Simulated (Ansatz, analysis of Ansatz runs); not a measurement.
# Moving an added electron between V sites in VPO4 (Cmcm), part 2 of 3

Aim: the energy barrier that a trapped electron meets when it moves from one V atom to another one nearby in VPO4 (Cmcm). The model is a cell of 96 host atoms.

Ansatz 0.2.0; plane-wave PAW DFT, PBEsol+U; relaxation of all atoms of a supercell at fixed charge in a uniform background; PAW set soft_1.

So far. Step 2 (The cell without the carrier): The largest displacement from an ideal site is 0.004 Å.

## (3) The electron on the first site

The nearest neighbour or neighbours of the site start displaced and the site's starting moment is changed by the carrier's spin, since a carrier doesn't trap itself in the undistorted lattice.

Contents of A.relax/input.yaml:

```yaml
crystal:
  lattice:
    - [-5.23155868, 7.80375834, 6.35985605]
    - [5.23155868, -7.80375834, 6.35985605]
    - [5.23155868, 7.80375834, -6.35985605]
  atoms:
    - { symbol: V, position: [0.000259, 0.249925, 0.750165], spin: 2.0 }
    - { symbol: V, position: [0.000264, 0.749944, 0.250171], spin: 2.0 }
    - { symbol: V, position: [0.250269, -0.000108, 0.75009], spin: 2.0 }
    - { symbol: V, position: [0.250277, 0.49987, 0.25011], spin: 2.0 }
[... 1 atom line left out ...]
    - { symbol: V, position: [0.500262, 0.749952, 0.750165], spin: 3.0 }
    - { symbol: V, position: [0.750257, -5.0e-06, 0.250225], spin: 2.0 }
[... 1 atom line left out ...]
    - { symbol: V, position: [0.000264, 0.249921, 0.250155], spin: 2.0 }
    - { symbol: V, position: [0.000243, 0.749884, 0.750103], spin: 2.0 }
[... 1 atom line left out ...]
    - { symbol: V, position: [0.250266, 0.500038, 0.750266], spin: 2.0 }
[... 1 atom line left out ...]
    - { symbol: V, position: [0.500259, 0.749917, 0.250149], spin: 2.0 }
    - { symbol: V, position: [0.750249, -0.000138, 0.750104], spin: 2.0 }
[... 3 atom lines left out ...]
    - { symbol: P, position: [0.300582, 0.375006, 0.425584] }
    - { symbol: P, position: [0.300633, 0.875056, 0.925557] }
[... 1 atom line left out ...]
    - { symbol: P, position: [0.550647, 0.625039, 0.925527] }
[... 2 atom lines left out ...]
    - { symbol: P, position: [0.199916, 0.124994, 0.574872] }
    - { symbol: P, position: [0.199954, 0.624991, 0.07489] }
[... 1 atom line left out ...]
    - { symbol: P, position: [0.449904, 0.874901, 0.574819] }
    - { symbol: P, position: [0.699967, 0.124928, 0.074812] }
    - { symbol: P, position: [0.699882, 0.624871, 0.57478] }
    - { symbol: P, position: [0.949923, 0.374916, 0.574834] }
[... 2 atom lines left out ...]
    - { symbol: O, position: [0.108817, 0.502387, 0.361184] }
    - { symbol: O, position: [0.35882, 0.252502, 0.361325] }
    - { symbol: O, position: [0.350764, 0.75276, 0.867693] }
[... 1 atom line left out ...]
    - { symbol: O, position: [0.608882, 0.502526, 0.8613] }
[... 3 atom lines left out ...]
    - { symbol: O, position: [0.141687, 0.502481, 0.894132] }
[... 2 atom lines left out ...]
    - { symbol: O, position: [0.649849, 0.016897, 0.902369] }
[... 3 atom lines left out ...]
    - { symbol: O, position: [0.141668, 0.247506, 0.639183] }
[... 4 atom lines left out ...]
    - { symbol: O, position: [0.649737, 0.747163, 0.632605] }
[... 3 atom lines left out ...]
    - { symbol: O, position: [0.108812, 0.747408, 0.606216] }
    - { symbol: O, position: [0.350685, 0.483011, 0.598033] }
    - { symbol: O, position: [0.358858, 0.997549, 0.106334] }
[... 1 atom line left out ...]
    - { symbol: O, position: [0.60884, 0.747554, 0.106294] }
[... 4 atom lines left out ...]
    - { symbol: O, position: [0.348498, 0.475773, 0.372747] }
    - { symbol: O, position: [0.348509, 0.975845, 0.872742] }
[... 1 atom line left out ...]
    - { symbol: O, position: [0.604557, 0.724194, 0.880209] }
[... 5 atom lines left out ...]
    - { symbol: O, position: [0.396003, 0.775847, 0.620238] }
    - { symbol: O, position: [0.652075, 0.024247, 0.127739] }
    - { symbol: O, position: [0.651986, 0.524122, 0.627638] }
    - { symbol: O, position: [0.902034, 0.27409, 0.627608] }
[... 1 atom line left out ...]
    - { symbol: O, position: [0.146978, 0.274278, 0.372736] }
    - { symbol: O, position: [0.147023, 0.774316, 0.872689] }
[... 1 atom line left out ...]
    - { symbol: O, position: [0.397032, 0.524301, 0.872659] }
[... 4 atom lines left out ...]
    - { symbol: O, position: [0.103528, 0.475744, 0.627778] }
[... 1 atom line left out ...]
    - { symbol: O, position: [0.353525, 0.2258, 0.627768] }
    - { symbol: O, position: [0.353562, 0.725719, 0.127717] }
[... 1 atom line left out ...]
    - { symbol: O, position: [0.603517, 0.975617, 0.627672] }
[... 1 atom line left out ...]
    - { symbol: O, position: [0.853488, 0.72564, 0.627665] }
total_charge: -1
basis:
  ecutwfc: 420
  xc_grid: 2
hamiltonian:
  xc: pbesol
  hubbard:
    sites: [{ species: V, l: d, u_eff: 4.5 }]
    projectors: ortho-atomic
  pseudopotentials: { kind: paw, azcp: { folder: soft_1 }, xc_functional: pbe }
kpoints:
  mp_grid: { grid: [1, 1, 1] }
magnetization:
  spin_polarized: true
  initial_magnetization: 33
  spin_locking: { lock_magnetization: hard }
scf:
  occupations: { method: fermi_dirac, width: 0.01 }
  max_iter: 120
  lower_state_search: "off"
output:
  forces: true
relax:
  f_tol: 0.015
  max_steps: 70
  escape_saddle: false
checkpoint:
  write: "../A.relax.run"
  compress: false
  write_wavefunctions: true
  write_every: 100000
```

On the command line:

```sh
$ ansatz run input.yaml --threads 8 --pin off --max-ram 18841MiB --backend cpu --events-out ev --progress --plain --runs-dir out
```

Numbers of over 12 decimals in the logs are rounded to 6 here.

What it wrote:

```text
[...]
Crystal: 96 atoms, lattice volume = 1038.585 Å³
Basis set: ecut = 420 eV, 20271 PW (Γ), exchange–correlation on 160×160×160 points (8 copies of the dense FFT grid, shifted against one another)
Bands: 449, of which v1, the nominal top of the filled ones, is band 337 counted from 1 (336 counted from 0)
Symmetry: 1 space group operations
[...]
k-points: 1
[...]
Starting moments: Σ|m| = 33 μB on 16 of 96 sites
[...]
SCF iter   1: F=—  HF=-93924.034014 eV  |F-HF|=—  |Δ(HF+E_count)|=         —  Δρ=8.44e-2 (↑8.44e-2 ↓5.25e-2)  dr2=2.51e2  dr2_m=9.56e0  M=33.000 μB ∫|m|=51.225 μB  β_m=0.30  ethr=3.10e-3  ⟨swp⟩=6.0  Hψ=3750  notcnv=0  defer=63
[...]
spin=Collinear: Resta preconditioning applied to the charge; magnetization (m = ρ↑ − ρ↓) channel mixes plain (no charge-response kernel on spin).
SCF iter   2: F=—  HF=-93898.483098 eV  |F-HF|=—  |Δ(HF+E_count)|=    2.56e1  Δρ=6.07e-2 (↑6.07e-2 ↓3.48e-2)  dr2=9.12e1  dr2_m=8.79e0  M=33.000 μB ∫|m|=42.401 μB  β_m=0.35  ethr=3.10e-3  ⟨swp⟩=3.5  Hψ=1808  notcnv=0  defer=173
[...]
SCF iter  25: F=-93907.178220 eV  HF=-93907.178222 eV  |F-HF|=2.68e-6  |Δ(HF+E_count)|=   1.73e-5  Δρ=1.47e-5 (↑1.47e-5 ↓8.74e-6)  dr2=3.89e-6  dr2_m=2.39e-7  M=33.000 μB ∫|m|=35.622 μB  ethr=3.94e-10  ⟨swp⟩=4.0  Hψ=2334  notcnv=0
SCF 1 converged in 25 iterations: F = -93907.178220 eV  dr2 = 3.89e-6
[...]
relax step   1: F+E_penalty+E_count = -93907.17821953 eV  Δ(F+E_penalty+E_count) = +0.000e0 eV  max|allowed force component| = 2.689e0 eV/Å  Δτ_max = 0.0000 Å  (25 SCF iters, dr2 threshold 5.63e-6 eV, accepted)
[...]
relax step   2: F+E_penalty+E_count = -93907.59548338 eV  Δ(F+E_penalty+E_count) = -4.173e-1 eV  max|allowed force component| = 1.325e0 eV/Å  Δτ_max = 0.0284 Å  (6 SCF iters, dr2 threshold 1.00e-4 eV, accepted)
relax step   3: F+E_penalty+E_count = -93907.63454951 eV  Δ(F+E_penalty+E_count) = -3.907e-2 eV  max|allowed force component| = 5.887e-1 eV/Å  Δτ_max = 0.0686 Å  (7 SCF iters, dr2 threshold 1.00e-4 eV, accepted)
relax step   4: F+E_penalty+E_count = -93907.77800931 eV  Δ(F+E_penalty+E_count) = -1.435e-1 eV  max|allowed force component| = 1.661e-1 eV/Å  Δτ_max = 0.0530 Å  (12 SCF iters, dr2 threshold 6.84e-5 eV, accepted)
relax step   5: F+E_penalty+E_count = -93907.78268494 eV  Δ(F+E_penalty+E_count) = -4.676e-3 eV  max|allowed force component| = 3.901e-2 eV/Å  Δτ_max = 0.0075 Å  (11 SCF iters, dr2 threshold 2.20e-6 eV, accepted)
relax step   6: F+E_penalty+E_count = -93907.78389615 eV  Δ(F+E_penalty+E_count) = -1.211e-3 eV  max|allowed force component| = 2.619e-2 eV/Å  Δτ_max = 0.0035 Å  (12 SCF iters, accepted)
SCF iter   1: F=—  HF=-93907.783089 eV  |F-HF|=—  |Δ(HF+E_count)|=         —  Δρ=1.42e-4 (↑1.42e-4 ↓1.24e-4)  dr2=2.84e-4  dr2_m=1.74e-5  M=33.000 μB ∫|m|=35.597 μB  β_m=0.30  ethr=4.21e-7  ⟨swp⟩=5.0  Hψ=2292  notcnv=0  defer=177
[...]
SCF iter  12: F=-93907.784167 eV  HF=-93907.784167 eV  |F-HF|=6.75e-9  |Δ(HF+E_count)|=   5.83e-8  Δρ=1.50e-6 (↑1.50e-6 ↓8.57e-7)  dr2=3.30e-8  dr2_m=3.20e-9  M=33.000 μB ∫|m|=35.597 μB  ethr=1.49e-11  ⟨swp⟩=3.0  Hψ=3043  notcnv=0
SCF 7 converged in 12 iterations: F = -93907.784167 eV  dr2 = 3.30e-8
relax step   7: F+E_penalty+E_count = -93907.78416653 eV  Δ(F+E_penalty+E_count) = -2.704e-4 eV  max|allowed force component| = 1.399e-2 eV/Å  Δτ_max = 0.0025 Å  (12 SCF iters, accepted)
NSCF: frozen V_eff on 1 k-points
[...]
SCF converged after 12 iterations
[...]
Magnetization: 33.0000 μB (353.0000 up, 320.0000 down)
Absolute magnetization: 35.6408 μB (∫|ρ↑−ρ↓|, with the PAW one-centre terms)
[...]
Per-site moments (μB) at R_I (Å): [(1.535670, 0.798381), (1.537202, 0.799208), (1.537360, 0.797801), [... 93 left out ...]
Free energy (F): -93907.784167 eV
[...]
Internal energy: -93907.784167 eV  (E = F + TS)
E sigma→0 (E₀):  -93907.784167 eV
Fermi energy:    8.782478 (↑ 8.782478, ↓ 8.543690) eV
[...]
--- Forces (eV/Å), atoms counted from 1 ---
  atom   1  V     -0.00008774    -0.00100967    -0.00049388
  atom   2  V     -0.00001108     0.00105400    -0.00105670
  [... 3 atoms left out ...]
  atom   6  V     -0.00005657    -0.00114369     0.00061368
  [... 5 atoms left out ...]
  atom  12  V      0.00003032    -0.00118958    -0.00005960
  [... 6 atoms left out ...]
  atom  19  P     -0.00115680     0.00431992    -0.00383940
  [... 2 atoms left out ...]
  atom  22  P      0.00003996    -0.00933547     0.01366542
  [... 13 atoms left out ...]
  atom  36  O      0.00690100    -0.00419450     0.00377620
  [... 22 atoms left out ...]
  atom  59  O     -0.00717161    -0.00410604     0.00384567
  [... 10 atoms left out ...]
  atom  70  O     -0.00004896     0.00813224    -0.01134279
  [... 5 atoms left out ...]
  atom  76  O     -0.00016166    -0.00702561     0.01090124
  [... 7 atoms left out ...]
  atom  84  O     -0.00003547     0.00433231    -0.00692740
  [... 4 atoms left out ...]
  atom  89  O     -0.00016718    -0.00149799     0.00113768
  [... 7 atoms left out ...]
  max |Σ_I F_I| component: 5.82e-6 eV/Å
--- Band table (eV) ---
[...]
Occupation matrices written to <dir>
--- Relaxed structure (7 steps of the walk, 7 accepted, 0 SCFs on fresh bases) ---
  F+E_penalty+E_count = -93907.78416653 eV   max|allowed force component| = 1.399e-2 eV/Å
  atoms:
    - { symbol: V, position: [0.000257, 0.249944, 0.750168] }
    - { symbol: V, position: [0.000264, 0.749953, 0.250164] }
    [... 3 atoms left out ...]
    - { symbol: V, position: [0.500259, 0.749945, 0.750171] }
    [... 5 atoms left out ...]
    - { symbol: V, position: [0.251686, 0.500397, 0.751149] }
    [... 6 atoms left out ...]
    - { symbol: P, position: [0.298999, 0.372488, 0.425932] }
    [... 2 atoms left out ...]
    - { symbol: P, position: [0.554257, 0.626414, 0.927702] }
    [... 13 atoms left out ...]
    - { symbol: O, position: [0.353834, 0.749732, 0.865595] }
    [... 22 atoms left out ...]
    - { symbol: O, position: [0.353828, 0.488098, 0.603963] }
    [... 10 atoms left out ...]
    - { symbol: O, position: [0.611288, 0.729466, 0.881675] }
    [... 5 atoms left out ...]
    - { symbol: O, position: [0.389232, 0.770437, 0.618668] }
    [... 7 atoms left out ...]
    - { symbol: O, position: [0.399884, 0.526180, 0.873564] }
    [... 4 atoms left out ...]
    - { symbol: O, position: [0.102961, 0.474846, 0.627983] }
    [... 7 atoms left out ...]
```

Run time: 2.1 min. Hardware: 8 threads of Arm Neoverse V2, shared host; peak memory 3 GiB; 16 min of CPU time.

Step by step:

```csv
step,energy less that of the first step (eV),largest force component (eV/Å)
1,0.0000,2.6892
2,-0.4173,1.3248
3,-0.4563,0.5887
4,-0.5998,0.1661
5,-0.6045,0.0390
6,-0.6057,0.0262
7,-0.6059,0.0140
```

The atoms that moved most (Å):

```csv
atom,dx,dy,dz,length
O76,-0.001,-0.023,-0.067,0.071
O70,0.000,0.023,0.067,0.071
O44,-0.009,-0.045,0.037,0.059
O62,0.009,0.044,-0.037,0.059
O38,-0.011,0.044,-0.037,0.059
O52,0.011,-0.043,0.037,0.058
O36,-0.043,0.031,0.014,0.055
O54,0.043,-0.031,-0.014,0.055
```

The moves above count from the input, in which the site's nearest neighbours were already displaced; the distances below compare with the cell without the carrier.

Distances from V6 without and with the electron:

```csv
atom,without (Å),with (Å)
O76,1.94,2.07
O70,1.94,2.07
O59,2.09,2.17
O45,2.09,2.17
O36,2.09,2.17
O54,2.09,2.17
```

The largest changes of the moments are 0.67 μB on V6, 0.01 μB on O70 and 0.01 μB on O76. The largest part sits on the chosen site.

## (4) The electron on the second site

The same start is made on the second site, to get the end of the hop.

Contents of B.relax/input.yaml:

```yaml
crystal:
  lattice:
    - [-5.23155868, 7.80375834, 6.35985605]
    - [5.23155868, -7.80375834, 6.35985605]
    - [5.23155868, 7.80375834, -6.35985605]
  atoms:
    - { symbol: V, position: [0.000259, 0.249925, 0.750165], spin: 2.0 }
    - { symbol: V, position: [0.000264, 0.749944, 0.250171], spin: 2.0 }
[... 3 atom lines left out ...]
    - { symbol: V, position: [0.500262, 0.749952, 0.750165], spin: 2.0 }
[... 5 atom lines left out ...]
    - { symbol: V, position: [0.250266, 0.500038, 0.750266], spin: 3.0 }
[... 23 atom lines left out ...]
    - { symbol: O, position: [0.365072, 0.767068, 0.867693] }
[... 22 atom lines left out ...]
    - { symbol: O, position: [0.364994, 0.497319, 0.598033] }
[... 10 atom lines left out ...]
    - { symbol: O, position: [0.598569, 0.725767, 0.872648] }
[... 13 atom lines left out ...]
    - { symbol: O, position: [0.406229, 0.525873, 0.880283] }
[... 11 atom lines left out ...]
    - { symbol: O, position: [0.853488, 0.72564, 0.627665] }
total_charge: -1
basis:
  ecutwfc: 420
  xc_grid: 2
hamiltonian:
  xc: pbesol
  hubbard:
    sites: [{ species: V, l: d, u_eff: 4.5 }]
    projectors: ortho-atomic
  pseudopotentials: { kind: paw, azcp: { folder: soft_1 }, xc_functional: pbe }
kpoints:
  mp_grid: { grid: [1, 1, 1] }
magnetization:
  spin_polarized: true
  initial_magnetization: 33
  spin_locking: { lock_magnetization: hard }
scf:
  occupations: { method: fermi_dirac, width: 0.01 }
  max_iter: 120
  lower_state_search: "off"
output:
  forces: true
relax:
  f_tol: 0.015
  max_steps: 70
  escape_saddle: false
checkpoint:
  write: "../B.relax.run"
  compress: false
  write_wavefunctions: true
  write_every: 100000
```

What it wrote:

```text
[...]
Crystal: 96 atoms, lattice volume = 1038.585 Å³
Basis set: ecut = 420 eV, 20271 PW (Γ), exchange–correlation on 160×160×160 points (8 copies of the dense FFT grid, shifted against one another)
Bands: 449, of which v1, the nominal top of the filled ones, is band 337 counted from 1 (336 counted from 0)
Symmetry: 1 space group operations
[...]
k-points: 1
[...]
Starting moments: Σ|m| = 33 μB on 16 of 96 sites
[...]
SCF iter   1: F=—  HF=-93924.028425 eV  |F-HF|=—  |Δ(HF+E_count)|=         —  Δρ=8.44e-2 (↑8.44e-2 ↓5.25e-2)  dr2=2.51e2  dr2_m=9.56e0  M=33.000 μB ∫|m|=51.223 μB  β_m=0.30  ethr=3.10e-3  ⟨swp⟩=6.0  Hψ=3785  notcnv=0  defer=62
[...]
F+E_penalty+E_count = -93907.78417440 eV   max|allowed force component| = 7.117e-3 eV/Å
  atoms:
    - { symbol: V, position: [-0.000244, 0.250419, 0.749193] }
    - { symbol: V, position: [-0.000155, 0.749847, 0.249849] }
[...]
- { symbol: V, position: [0.500762, 0.749475, 0.751141] }
[...]
- { symbol: V, position: [0.250259, 0.499950, 0.750169] }
[...]
- { symbol: P, position: [0.303505, 0.376915, 0.425863] }
[...]
- { symbol: P, position: [0.551399, 0.623542, 0.927713] }
[...]
- { symbol: O, position: [0.365914, 0.761895, 0.865703] }
[...]
- { symbol: O, position: [0.365913, 0.500073, 0.603881] }
[...]
- { symbol: O, position: [0.597568, 0.723811, 0.873612] }
    [... 5 atoms left out ...]
    - { symbol: O, position: [0.403097, 0.775015, 0.627953] }
    [... 7 atoms left out ...]
    - { symbol: O, position: [0.402347, 0.520526, 0.881682] }
    [... 4 atoms left out ...]
    - { symbol: O, position: [0.098170, 0.479372, 0.618654] }
    [... 7 atoms left out ...]
[key lines of the parts left out:]
SCF converged after 6 iterations
Magnetization: 33.0000 μB (353.0000 up, 320.0000 down)
Free energy (F): -93907.784174 eV
Fermi energy:    8.781381 (↑ 8.781381, ↓ 8.543826) eV
```

The job ended after 2.2 min (8 threads; peak memory 3 GiB).

Distances from V12 without and with the electron:

```csv
atom,without (Å),with (Å)
O84,1.94,2.07
O89,1.94,2.07
O59,2.09,2.17
O42,2.09,2.17
O36,2.09,2.17
O49,2.09,2.17
```

The largest changes of the moments are 0.68 μB on V12, 0.01 μB on O84 and 0.01 μB on O89. The largest part sits on the chosen site.

(Continued in part 3 of 3.)

[Logs are printed without paths, hosts, clocks, repeated set-up lines and the standing remarks that a program may print on its own settings, such as how far it seeks lower states.]

[Hosts, paths, dates, database ids (printed as entryN), source tags and the programs' standing remarks are cut or masked in the printed files.]
